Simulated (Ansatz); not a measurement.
# BAs (F-43m): zone-centre modes under pressure

Wanted: Grüneisen parameters and pressure coefficients of the modes of BAs (F-43m).

Main program and level: Ansatz 0.2.0; DFT LDA, scalar-relativistic, plane waves, PAW; PAW set soft_1.

Most raw output is cut from this account.

## Step 1: Set-up

The structure is cubic, space group F-43m (No. 216). The conventional cell has a = 4.777 Å, b = 4.777 Å, c = 4.777 Å, α = 90.00°, β = 90.00°, γ = 90.00°. Nearest to B lie 4 As at 2.07 Å. As has 4 B at 2.07 Å nearest. Farther neighbours are not listed.

## Step 2: Relaxation

Harmonic phonons are second derivatives at a point where the forces vanish, and they are wanted at zero stress, so atoms and cell are relaxed first.

Contents of input.yaml:

```yaml
crystal:
  lattice:
    - [0.0, 2.3885, 2.3885]
    - [2.3885, 0.0, 2.3885]
    - [2.3885, 2.3885, 0.0]
  atoms:
    - { symbol: B, position: [0.0, 0.0, 0.0] }
    - { symbol: As, position: [0.75, 0.75, 0.75] }
kpoints:
  mp_grid: { grid: [10, 10, 10] }
hamiltonian:
  xc: lda
  pseudopotentials: { kind: paw, azcp: { folder: soft_1 }, xc_functional: pbe }
scf:
  occupations: { method: gaussian, width: 0.02 }
output:
  forces: true
  stress: true
  eigenvalues: true
  write_density: true
  write_potential: true
  elf: true
  volumetric_format: npy
relax:
  adjacent_minimum: "off"
  f_tol: 0.005
  max_steps: 80
  cell: { stress_tol: 0.05 }
```

Command:

```
ansatz run input.yaml --threads 4 --pin off --max-ram 10240MiB --backend cpu --events-out ev --progress --plain --runs-dir out
```

It took 1.9 s on 4 threads of INTEL XEON PLATINUM 8581C at 2.30GHz (Emerald Rapids), shared host; peak memory 0.37 GiB; 6.3 s of CPU time.

Relaxation path:

| step | energy less that of the first step (eV) | largest force component (eV/Å) | pressure (GPa) | volume (Å³) |
| --- | --- | --- | --- | --- |
| 1 | 0.0000 | 0.0000 | -3.96 | 27.25 |
| 2 | -0.0093 | 0.0000 | -1.10 | 26.69 |
| 3 | -0.0101 | 0.0000 | 0.05 | 26.48 |
| 4* | -0.0097 | 0.0000 | 0.03 | 26.48 |

Relaxation steps marked * repeat the geometry before them on a plane-wave basis chosen anew for their cell, so energy and pressure can jump there.

Forces are held to the 24 operations that the run works with; a distortion that breaks them can't arise in this run.

| conventional cell, symmetrised | before | after | change |
| --- | --- | --- | --- |
| a (Å) | 4.777 | 4.731 | -1.0 % |
| b (Å) | 4.777 | 4.731 | -1.0 % |
| c (Å) | 4.777 | 4.731 | -1.0 % |
| volume (Å³/atom) | 13.63 | 13.24 | -2.8 % |

The relaxed structure:

```cif
data_structure
_symmetry_space_group_name_H-M 'P 1'
_symmetry_Int_Tables_number 1
_cell_length_a 3.3456
_cell_length_b 3.3456
_cell_length_c 3.3456
_cell_angle_alpha 60.000
_cell_angle_beta 60.000
_cell_angle_gamma 60.000
_cell_volume 26.48
loop_
_atom_site_label
_atom_site_type_symbol
_atom_site_fract_x
_atom_site_fract_y
_atom_site_fract_z
_atom_site_occupancy
B1 B 0.00000 0.00000 0.00000 1
As2 As 0.75000 0.75000 0.75000 1
```

This step gave:

| Property | Result |
| --- | --- |
| pressure | 0.03048 GPa |
| gap on the k-mesh | 1.105 eV |
| volume per atom | 13.24 Å³ |

Valence density in the ac plane of a cell with a along [110], b along [-110] and c along [001] of the cube at fractional y = 0.000, with atoms of B and As within 0.2 Å of it. It is the smooth field of the valence electrons, not physical close to the nuclei.

Values in e/Å³, 7 rows by 16 columns, each cell a mean:
```
 1  0  0  0  0  0  0  1  1  0  0  0  0  0  0  1
 0  0  0  0  0  0  0  0  0  0  0  0  0  0  0  0
 0  0  0  0  0  0  0  0  0  0  0  0  0  0  0  0
 0  0  0  0  0  0  0  0  0  0  0  0  0  0  0  0
 0  0  1  7 12  2  0  0  0  0  1  7 12  2  0  0
 0  1  1 13 21  4  1  0  0  1  1 13 21  4  1  0
 1  1  1  1  1  1  1  1  1  1  1  1  1  1  1  1
```
Columns run along a (6.7 Å), rows up along c (4.7 Å), edges of the conventional cell, whose origin can differ from the input's. Atoms in or near the plane, at fractional coordinates: B at (0.50, 0.00), B at (0.00, 0.00), As at (0.75, 0.25), As at (0.25, 0.25).

ELF in the ac plane of a cell with a along [110], b along [-110] and c along [001] of the cube at fractional y = 0.000, with atoms of B and As within 0.2 Å of it. It is the smooth field of the valence electrons, not physical close to the nuclei.

Ten even steps from '0' (0.02) to '9' (0.87), each cell a mean:
```
1354334531255323552
5541002455553101355
6420000246531000135
3200000123210000012
0000000000000000000
0001221000001222100
0024554200013555310
0145555410035656530
2454224541255323552
4674004764576102675
6996226996897424897
4898668984699757996
0488668840178767871
```
Columns run along a (6.7 Å), rows up along c (4.7 Å), edges of the conventional cell, whose origin can differ from the input's. Atoms in or near the plane, at fractional coordinates: B at (0.50, 0.00), B at (0.00, 0.00), As at (0.75, 0.25), As at (0.25, 0.25).

Electrostatic potential energy in the ac plane of a cell with a along [110], b along [-110] and c along [001] of the cube at fractional y = 0.000, with atoms of B and As within 0.2 Å of it. With pseudopotentials it is smooth inside the atoms' cores, unlike the true potential.

Ten even steps from '0' (-31 eV) to '9' (24 eV), each cell a mean:
```
0267777620047777740
4578888754467888764
7778888777778888877
7788888877788888887
8888888888888888888
8887777888888777888
8777667788877666778
8764444678775444577
7755885577764786467
7746996477764999467
6655885566664797466
1464444641255444552
0166666610036666630
```
Columns run along a (6.7 Å; values clipped at the 3rd and 97th percentile), rows up along c (4.7 Å), edges of the conventional cell, whose origin can differ from the input's. Atoms in or near the plane, at fractional coordinates: B at (0.50, 0.00), B at (0.00, 0.00), As at (0.75, 0.25), As at (0.25, 0.25).

In this step the volume went from 13.63 to 13.24 Å³/atom.

## Step 3: Tight relaxation

Phonons need small forces and stress, so the relaxation is finished with tight tolerances on 12×12×12 k points.

Contents of input.yaml:

```yaml
crystal:
  lattice:
    - [0.0, 2.3657126983, 2.3657126983]
    - [2.3657126983, 0.0, 2.3657126983]
    - [2.3657126983, 2.3657126983, 0.0]
  atoms:
    - { symbol: B, position: [0.0, 0.0, 0.0] }
    - { symbol: As, position: [0.75, 0.75, 0.75] }
kpoints:
  mp_grid: { grid: [12, 12, 12] }
hamiltonian:
  xc: lda
  pseudopotentials: { kind: paw, azcp: { folder: soft_1 }, xc_functional: pbe }
scf:
  occupations: { method: fixed }
output:
  forces: true
  stress: true
  eigenvalues: true
relax:
  adjacent_minimum: "off"
  f_tol: 0.001
  max_steps: 60
  cell: { stress_tol: 0.01 }
```

Elapsed: 1.6 s, on 4 threads; peak memory 0.39 GiB; 5.6 s of CPU time.

Little changed from the start: no atom moved by 0.005 Å and no cell edge by 0.1 %.

This step gave:

* pressure: 0.009107 GPa
* gap on the k-mesh: 1.111 eV

The forces vanish by symmetry and the pressure is 0.009 GPa, within the tolerances set. The cell now holds 13.24 Å³/atom.

## Step 4: Zone-centre response at rest

The modes at rest are the reference of the series, and the response to a field gives the dielectric tensor and the Born charges.

input.yaml, the sections that differ from step 3:

```yaml
crystal:
  lattice:
    - [0.0, 2.3658309564, 2.3658309564]
    - [2.3658309564, 0.0, 2.3658309564]
    - [2.3658309564, 2.3658309564, 0.0]
  atoms:
    - { symbol: B, position: [0.0, 0.0, 0.0] }
    - { symbol: As, position: [0.75, 0.75, 0.75] }
output:
  eigenvalues: true
phonons:
  method: dfpt
  dielectric: true
  rigid_motions: translations
  raman: true
# kpoints, hamiltonian, scf: as in step 3
# relax: removed
```

It took 41 s on 4 threads; peak memory 1.1 GiB; 2.6 min of CPU time.

This step gave:

```
sum-rule residual before enforcement                    : 2.65e-4 eV/Å²
miss of the charge sum rule                             : 3.38e-4 e
estimated error of the dielectric tensor                : 0.02748
estimated error of the Born charges                     : 0.01562 e
point group                                             : -43m
highest optical mode at the zone centre (no LO-TO term) : 699.9 cm⁻¹
lowest optical zone-centre mode                         : 699.9 cm⁻¹
mean high-frequency dielectric constant                 : 9.658
largest Born charge (third of the trace)                : -0.539 e
mean static dielectric constant                         : 9.774
top of the zone-centre spectrum with the field          : 704.1 cm⁻¹
```

Without the LO-TO term. Patterns of degenerate modes are one choice out of their space. Modes at Γ, with each element's share of the kinetic energy:

| mode | frequency (cm⁻¹) | symmetry | B % | As % |
| --- | --- | --- | --- | --- |
| 1 | 0.0 | acoustic | 13 | 87 |
| 2 | 0.0 | acoustic | 13 | 87 |
| 3 | 0.0 | acoustic | 13 | 87 |
| 4 | 699.9 | T2 | 87 | 13 |
| 5 | 699.9 | T2 | 87 | 13 |
| 6 | 699.9 | T2 | 87 | 13 |

Displacements in mode 5 (699.9 cm⁻¹), the largest set to 1:
```
B1   0.00  1.00 -0.12
As2  0.00 -0.14  0.02
```

Optical modes at the zone centre, without and with the macroscopic field of the longitudinal modes; each column is sorted by frequency, so a row need not hold one and the same mode. Modes with and without the field, by row:

```csv
rank among optical modes,no field (cm⁻¹),"q along (1, 0, 0) (cm⁻¹)"
1,699.9,699.9
2,699.9,699.9
3,699.9,704.1
```

Born charge (rows field, columns displacement) (e), principal values of the symmetric part by kind of site:

```
atom  atoms with these values      low   middle     high     mean
  B1                        1  -0.5390  -0.5390  -0.5390  -0.5390
 As2                        1   0.5390   0.5390   0.5390   0.5390
```

In full for As2:

```
0.5390 0.0000 0.0000
0.0000 0.5390 0.0000
0.0000 0.0000 0.5390
```

High-frequency dielectric tensor:

```
9.66 0.00 0.00
0.00 9.66 0.00
0.00 0.00 9.66
```

Static dielectric tensor (ions relaxed, fixed cell):

```
9.77 0.00 0.00
0.00 9.77 0.00
0.00 0.00 9.77
```

Transverse modes. Lines of the infrared spectrum (strongest = 100):

| position (cm⁻¹) | label | relative intensity |
| --- | --- | --- |
| 700 | T2 | 100 |

Activity x (w_L - w)^4 (n + 1)/w, 532 nm, 300 K; modes without the macroscopic field alone. Raman lines, with heights relative to the strongest:

```csv
position (cm⁻¹),label,relative intensity
700,T2,100
```

Before it was imposed, the acoustic sum rule was missed by 2.7e-4 eV/Å² and the charge sum rule by 3.4e-4 e. Small misses are needed for a sound result but don't prove that mesh and cutoff are converged. The lowest optical mode is real, 700 cm⁻¹.

## Step 5: Ground state of a member: 1.06 times the volume at rest

The cell is set to 1.06 times the volume at rest; symmetry leaves nothing else free, so this is a single point.

input.yaml, the sections that differ from step 4:

```yaml
crystal:
  lattice:
    - [0.0, 2.4122315788, 2.4122315788]
    - [2.4122315788, 0.0, 2.4122315788]
    - [2.4122315788, 2.4122315788, 0.0]
  atoms:
    - { symbol: B, position: [0.0, 0.0, 0.0] }
    - { symbol: As, position: [0.75, 0.75, 0.75] }
scf:
  occupations: { method: gaussian, width: 0.02 }
output:
  forces: true
  stress: true
  eigenvalues: true
# kpoints, hamiltonian: as in step 4
# phonons: removed
```

Wall time 0.59 s (4 threads); peak memory 0.35 GiB.

Numbers from this step:

* pressure: -7.599 GPa
* gap on the k-mesh: 1.163 eV
* volume per atom: 14.04 Å³

The forces vanish by symmetry, at a pressure of -7.60 GPa.

## Step 6: Modes of this member: 1.06 times the volume at rest

The zone-centre modes follow for 1.06 times the volume at rest, with the response to a field.

input.yaml: that of step 5 with these lines changed.

```diff
@@ -14,6 +14,8 @@
 scf:
-  occupations: { method: gaussian, width: 0.02 }
+  occupations: { method: fixed }
 output:
-  forces: true
-  stress: true
   eigenvalues: true
+phonons:
+  method: dfpt
+  dielectric: true
+  rigid_motions: translations
```

Run time: 13 s. Hardware: 4 threads; peak memory 0.72 GiB.

Numbers from this step:

- sum-rule residual before enforcement: 7.11e-6 eV/Å²
- miss of the charge sum rule: 2.07e-4 e
- estimated error of the dielectric tensor: 0.02806
- estimated error of the Born charges: 0.01553 e
- highest optical mode at the zone centre (no LO-TO term): 659.6 cm⁻¹
- lowest optical zone-centre mode: 659.6 cm⁻¹
- mean high-frequency dielectric constant: 9.905
- largest Born charge (third of the trace): -0.3714 e
- mean static dielectric constant: 9.963
- top of the zone-centre spectrum with the field: 661.5 cm⁻¹

Without the LO-TO term. Patterns of degenerate modes are one choice out of their space. Modes at Γ, with each element's share of the kinetic energy:

```csv
mode,frequency (cm⁻¹),symmetry,B %,As %
1,0.0,acoustic,13,87
2,0.0,acoustic,13,87
3,0.0,acoustic,13,87
4,659.6,T2,87,13
5,659.6,T2,87,13
6,659.6,T2,87,13
```

Transverse modes. Lines of the infrared spectrum (strongest = 100):

| position (cm⁻¹) | label | relative intensity |
| --- | --- | --- |
| 660 | T2 | 100 |

The optical mode without the LO-TO term lies at 659.6 cm⁻¹.

## Step 7: Ground state of a member: 0.9 times the volume at rest

The cell is set to 0.9 times the volume at rest; symmetry leaves nothing else free, so this is a single point.

input.yaml, the sections that differ from step 6:

```yaml
crystal:
  lattice:
    - [0.0, 2.2841846742, 2.2841846742]
    - [2.2841846742, 0.0, 2.2841846742]
    - [2.2841846742, 2.2841846742, 0.0]
  atoms:
    - { symbol: B, position: [0.0, 0.0, 0.0] }
    - { symbol: As, position: [0.75, 0.75, 0.75] }
scf:
  occupations: { method: gaussian, width: 0.02 }
output:
  forces: true
  stress: true
  eigenvalues: true
# kpoints, hamiltonian: as in step 6
# phonons: removed
```

Elapsed: 0.52 s, on 4 threads; peak memory 0.35 GiB; 1.5 s of CPU time.

Numbers from this step:

```
pressure          : 19.17 GPa
gap on the k-mesh : 1.009 eV
volume per atom   : 11.92 Å³
```

The forces vanish by symmetry, at a pressure of 19.17 GPa.

## Step 8: Modes of this member: 0.9 times the volume at rest

The zone-centre modes follow for 0.9 times the volume at rest, with the response to a field.

input.yaml: that of step 7 with these lines changed.

```diff
@@ -14,6 +14,8 @@
 scf:
-  occupations: { method: gaussian, width: 0.02 }
+  occupations: { method: fixed }
 output:
-  forces: true
-  stress: true
   eigenvalues: true
+phonons:
+  method: dfpt
+  dielectric: true
+  rigid_motions: translations
```

Elapsed: 12 s, on 4 threads; peak memory 0.69 GiB; 42 s of CPU time.

Numbers from this step:

* sum-rule residual before enforcement: 6.74e-5 eV/Å²
* miss of the charge sum rule: 3.82e-5 e
* estimated error of the dielectric tensor: 0.02657
* estimated error of the Born charges: 0.01541 e
* highest optical mode at the zone centre (no LO-TO term): 778.0 cm⁻¹
* lowest optical zone-centre mode: 778.0 cm⁻¹
* mean high-frequency dielectric constant: 9.345
* largest Born charge (third of the trace): -0.839 e
* mean static dielectric constant: 9.599
* top of the zone-centre spectrum with the field: 788.5 cm⁻¹

Without the LO-TO term. Patterns of degenerate modes are one choice out of their space. Modes at Γ, with each element's share of the kinetic energy:

```csv
mode,frequency (cm⁻¹),symmetry,B %,As %
1,0.0,acoustic,13,87
2,0.0,acoustic,13,87
3,0.0,acoustic,13,87
4,778.0,T2,87,13
5,778.0,T2,87,13
6,778.0,T2,87,13
```

Transverse modes. Lines of the infrared spectrum (strongest = 100):

| position (cm⁻¹) | label | relative intensity |
| --- | --- | --- |
| 778 | T2 | 100 |

The optical mode without the LO-TO term lies at 778.0 cm⁻¹.

## Step 9: All members side by side

The members are set side by side, also those not shown above.

Each row is one cell with its response, relaxed at fixed volume as far as symmetry leaves anything free; energies are extrapolated to zero smearing, and E0 is that at rest; shape and atoms are relaxed in each cell where symmetry leaves them free. State of the crystal along the series:

```
volume ratio  V (Å³/atom)  pressure (GPa)  E - E0 (meV/atom)  gap on mesh (eV)     ε∞     ε0  largest Born charge in size, a third of the trace (e)  top mode with the field, highest of q along x, y and z (cm⁻¹)
         0.9        11.92           19.18              72.59             1.009  9.345  9.599                                                  0.839                                                          788.5
        0.92        12.18           14.53              44.81             1.031  9.399  9.622                                                 0.7767                                                          770.1
        0.94        12.45           10.32              24.33             1.052  9.457   9.65                                                 0.7156                                                          752.5
        0.96        12.71           6.533              10.45             1.073  9.519  9.685                                                 0.6558                                                          735.7
        0.98        12.98           3.106              2.532             1.092  9.586  9.726                                                 0.5969                                                          719.6
        0.99        13.11           1.518             0.6219             1.102  9.621  9.749                                                 0.5679                                                          711.8
           1        13.24        0.009107                  0             1.111  9.658  9.774                                                  0.539                                                          704.1
        1.02        13.51          -2.789               2.34             1.129  9.735   9.83                                                 0.4825                                                          689.4
        1.04        13.77          -5.316              9.071             1.146  9.817  9.893                                                 0.4265                                                          675.2
        1.06        14.04          -7.599              19.78             1.163  9.905  9.963                                                 0.3714                                                          661.5
```

Without the LO-TO term; each mode is tracked from rest by its pattern, and modes that stay within 0.3 cm⁻¹ of each other stand once; shape and atoms are relaxed in each cell where symmetry leaves them free. Optical modes along the series:

```
V (Å³/atom)  mode 4 T2 (cm⁻¹)
      11.92               778
      12.18             761.2
      12.45               745
      12.71             729.4
      12.98             714.4
      13.11             707.1
      13.24             699.9
      13.51               686
      13.77             672.6
      14.04             659.6
```

From cubic fits (parabolas where under five rows exist) of ln ω and P against ln V through the rows within about 4 % of rest: γ = −d ln ω / d ln V and dω/dP = γ ω / B. Slopes at rest:

| mode | fitted frequency at rest (cm⁻¹) | Grüneisen parameter γ | dω/dP (cm⁻¹/GPa) |
| --- | --- | --- | --- |
| mode 4 T2 | 699.9 | 1.01 | 4.82 |
| longitudinal mode | 704.2 | 1.07 | 5.14 |

## Step 10: Results

- members: 10
- highest optical mode at the zone centre (no LO-TO term), at rest: 699.9 cm⁻¹
- bulk modulus at rest: 147 GPa
- mode 4 T2, γ: 1.01
- longitudinal mode, γ: 1.07

In words: The series spans -7.6 to 19.2 GPa, and the slope at rest gives a bulk modulus of 147 GPa. The transverse optical mode has γ = 1.01 and moves by 4.8 cm⁻¹ for each GPa, the longitudinal one has γ = 1.07 and moves by 5.1. ε∞ is 9.66 at rest, with d ln ε∞ / d ln V = 0.38. One k mesh and one cutoff serve the ground states and modes of all volumes; the field response picks its own mesh. These are harmonic frequencies at zero temperature: anharmonic shifts, linewidths and thermal expansion are left out. The PAW files were made for PBE; the program adapts parts of them to the functional of the run, but their partial waves stay those of PBE, an approximation that was not tested in this session. Only the zone centre was solved, so an instability at another wavevector cannot show here.

[Logs are printed without paths, hosts, clocks, repeated set-up lines and the standing remarks that a program may print on its own settings, such as how far it seeks lower states.]

[Hosts, paths, dates, database ids (printed as entryN), source tags and the programs' standing remarks are cut or masked in the printed files.]
